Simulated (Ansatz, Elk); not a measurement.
# TiBi3C: X-ray structure factors from the self-consistent density

Structure refinements treat a crystal as free atoms side by side. For a made-up structure of TiBi3C (cell and positions from a PBEsol relaxation) the runs below show what the calculated density changes in F(hkl).

Calculated with Elk 11.2.3 (patched build); DFT, PBE, all-electron APW+lo, Dirac cores, scalar-relativistic bands, static density, no spin.

This account leaves out most program logs.

The structure was built from a prototype and need not be the compound's stable phase.

## (1) The starting structure

It takes space group Pm-3m (No. 221, cubic). The conventional cell has a = 4.854 Å, b = 4.854 Å, c = 4.854 Å, α = 90.00°, β = 90.00°, γ = 90.00°. Nearest to Bi lie 2 C at 2.43 Å and 4 Ti at 3.43 Å and 8 Bi at 3.43 Å. Nearest to Ti lie 12 Bi at 3.43 Å. C has 6 Bi at 2.43 Å nearest. Farther neighbours are not listed.

## (2) Ground state and structure factors

An all-electron density is needed, since X-rays see the cores too. Task 0 finds the density and task 195 Fourier-transforms it; tshift is off so that phases refer to the origin typed.

Input file elk.in:

```
tasks
  0
  195

xctype
  20

spinpol
  .false.

rgkmax
  7.0

gmaxvr
  14.0

lmaxo
  7

lmaxapw
  8

swidth
  0.002

tshift
  .false.

ramdisk
  .false.

hmaxvr
  5.5

maxscl
  120

epspot
  1e-06

sppath
  './'

avec
  9.17191008634 0.00000000000 0.00000000000
  0.00000000000 9.17191008634 0.00000000000
  0.00000000000 0.00000000000 9.17191008634

atoms
  3
  'Bi.in'
  3
  0.5000000000 0.0000000000 0.5000000000   0.000000 0.000000 0.000000
  -0.0000000000 0.5000000000 0.5000000000   0.000000 0.000000 0.000000
  0.5000000000 0.5000000000 -0.0000000000   0.000000 0.000000 0.000000
  'Ti.in'
  1
  0.0000000000 0.0000000000 0.0000000000   0.000000 0.000000 0.000000
  'C.in'
  1
  0.5000000000 0.5000000000 0.5000000000   0.000000 0.000000 0.000000

ngridk
  5 5 5
```

The run is started by

```
OMP_NUM_THREADS=4 elk
```

Wall time 31 s (4 threads of Arm Neoverse V2, shared host); peak memory 0.24 GiB.

SFACRHO.OUT:

```text

h k l indices transformed by vhmat matrix:
   1.000000000       0.000000000       0.000000000    
   0.000000000       1.000000000       0.000000000    
   0.000000000       0.000000000       1.000000000    

      h      k      l  multipl.   |H|            Re(F)            Im(F)           |F|

      0      0      0      1   0.0000000       277.00000     -0.47239855E-19   277.00000    
      0      0      1      6  0.68504654      -64.025608      0.88612438E-13   64.025608    
      0     -1      1     12  0.96880211      -52.248564      0.13734072E-13   52.248564    
     -1     -1     -1      8   1.1865354       228.23528      0.23750485E-12   228.23528    
      0      0     -2      6   1.3700931       228.42734      0.16045121E-12   228.42734    
     -1     -2      0     24   1.5318106      -56.018952     -0.11257659E-12   56.018952    
     -2      1      1     24   1.6780145      -48.497868     -0.12135579E-12   48.497868    
     -2      2      0     12   1.9376042       205.18153     -0.23862356E-13   205.18153    
     -2      1     -2     24   2.0551396      -51.134874      0.12398079E-12   51.134874    
     -3      0      0      6   2.0551396      -51.280926     -0.46948933E-13   51.280926    
      0      3     -1     24   2.1663074      -45.778957     -0.27669206E-13   45.778957    
      3     -1      1     24   2.2720424       188.33913     -0.31698548E-13   188.33913    
      2      2      2      8   2.3730708       189.21890     -0.40657389E-12   189.21890    
      0      3     -2     24   2.4699704      -48.015904      0.67039946E-13   48.015904    
     -3      1      2     48   2.5632095      -43.352153      0.15209710E-12   43.352153    
      4      0      0      6   2.7401862       176.88970     -0.25305503E-12   176.88970    
     -1      0      4     24   2.8245193      -45.553202     -0.13229631E-12   45.553202    
      2     -3     -2     24   2.8245193      -45.445023     -0.35883352E-13   45.445023
```

Elk indexes on the primitive cell of elk.in and gives |H| = 4π sin θ/λ in inverse bohr. Below, one row stands for each form hkl of the conventional cell (m members, Friedel mates merged), F is for one primitive cell and the density is static (no thermal factor). Free-atom factors are Waasmaier and Kirfel's, and R is Σm||F|−|F'||/Σm|F|.

```
hkl   m  sin θ/λ (Å⁻¹)  abs F, DFT  neutral atoms   diff.
100   6          0.103      64.026         63.973  +0.053
110  12          0.146      52.249         52.563  -0.314
111   8          0.178     228.235        228.806  -0.571
200   6          0.206     228.427        228.477  -0.050
210  24          0.230      56.019         55.785  +0.234
211  24          0.252      48.498         48.596  -0.098
220  12          0.291     205.181        205.162  +0.019
221  24          0.309      51.135         51.228  -0.093
300   6          0.309      51.281         51.228  +0.053
310  24          0.326      45.779         45.708  +0.072
311  24          0.342     188.339        188.272  +0.067
222   8          0.357     189.219        189.144  +0.075
320  24          0.371      48.016         48.030  -0.014
321  48          0.386      43.352         43.342  +0.011
400   6          0.412     176.890        176.929  -0.039
410  24          0.425      45.553         45.511  +0.042
322  24          0.425      45.445         45.511  -0.066
330  12          0.437      41.230         41.299  -0.068
411  24          0.437      41.328         41.299  +0.029
331  24          0.449     165.814        165.805  +0.009
420  24          0.461     167.088        167.119  -0.031
421  48          0.472      43.371         43.402  -0.031
```

## (3) The highest occupied states alone

An energy window below the Fermi level keeps the highest occupied states, to see at which angles they scatter; shallow core shells can lie inside it and anion s states outside. No new self-consistency is needed.

elk.in: that of step 2 with these lines changed.

```diff
@@ -1,3 +1,2 @@
 tasks
-  0
   195
@@ -40,2 +39,5 @@
 
+wsfac
+  -0.164840 0.576150
+
 sppath
```

The run is started by

```
OMP_NUM_THREADS=4 elk
```

Run time: 13 s. Hardware: 4 threads; peak memory 0.16 GiB.

States within 12 eV below the Fermi level hold 21.00 electrons; any levels below the window count with the cores. Their amplitudes can exceed the total, where window and core parts have opposite phase:

```
hkl  sin θ/λ (Å⁻¹)  abs F, window  abs F, all
100          0.103          2.787      64.026
110          0.146          2.436      52.249
111          0.178          0.813     228.235
200          0.206          2.981     228.427
210          0.230          0.675      56.019
211          0.252          1.653      48.498
220          0.291          0.756     205.181
221          0.309          0.140      51.135
300          0.309          0.017      51.281
310          0.326          0.862      45.779
```

## (4) Another functional

The difference from free atoms is small, so it is set against the change that LDA (Perdew-Wang) makes.

elk.in: that of step 3 with these lines changed.

```diff
@@ -1,2 +1,3 @@
 tasks
+  0
   195
@@ -4,3 +5,3 @@
 xctype
-  20
+  3
 
@@ -39,5 +40,2 @@
 
-wsfac
-  -0.164840 0.576150
-
 sppath
```

The run is started by

```
OMP_NUM_THREADS=4 elk
```

Elapsed: 17 s, on 4 threads; peak memory 0.18 GiB.

Against the first run R = 0.01 %; the largest change is -0.051 at 220.

## (5) Basis size

A smaller basis shows how fast F responds to it; the change is likely larger than the basis error of the first run, but doesn't show convergence.

elk.in: that of step 4 with these lines changed.

```diff
@@ -5,3 +5,3 @@
 xctype
-  3
+  20
 
@@ -11,3 +11,3 @@
 rgkmax
-  7.0
+  5.5
```

The run is started by

```
OMP_NUM_THREADS=4 elk
```

It took 28 s on 4 threads; peak memory 0.22 GiB.

Against the first run R = 0.02 %; the largest change is +0.077 at 311.

## (6) Settings against the effect

```
              run  R against the first run (%)  R against neutral atoms, low angle (%)  wall time
    PBE, rgkmax 7                         0.00                                    0.19       31 s
LDA (Perdew-Wang)                         0.01                                    0.18       17 s
       rgkmax 5.5                         0.02                                    0.16       28 s
```

## (7) Summary of results

- R against neutral atoms, sin θ/λ < 0.3 Å⁻¹: 0.19 %
- R against neutral atoms, 0.3 to 0.82 Å⁻¹: 0.07 %

**Reading.** Independent neutral atoms miss the calculated amplitudes by R = 0.19 % below 0.3 Å⁻¹ and 0.07 % from there to 0.82 Å⁻¹; by shells, 0.40 % below 0.15 Å⁻¹ (2 forms), 0.16 % 0.15 to 0.3 (5 forms), 0.06 % 0.3 to 0.45 (13 forms), 0.07 % above 0.45 (59 forms). Bonding, aspherical density and the tables' own atoms all enter these figures, and the runs don't part them. The largest change of an amplitude is -0.57 electrons, at 111. The window's part falls from 21.0 electrons at the origin to at most 0.37 between 0.45 and 0.82 Å⁻¹. Below 0.3 Å⁻¹ the changes that finished (LDA (Perdew-Wang) and rgkmax 5.5) move F by R = 0.04 % at most, against the 0.19 % that separates it from free atoms. The k-mesh has no finished test. These runs have no spin, though d or f shells may be open. Spin-orbit coupling is left out, which can matter for elements this heavy. Part of the difference isn't bonding: the tables are fits to free atoms and ions calculated by other methods than this functional. Thermal motion, anomalous dispersion and extinction are left out.

[Logs are printed without paths, hosts, clocks, repeated set-up lines and the standing remarks that a program may print on its own settings, such as how far it seeks lower states.]

[Hosts, paths, dates, database ids (printed as entryN), source tags and the programs' standing remarks are cut or masked in the printed files.]
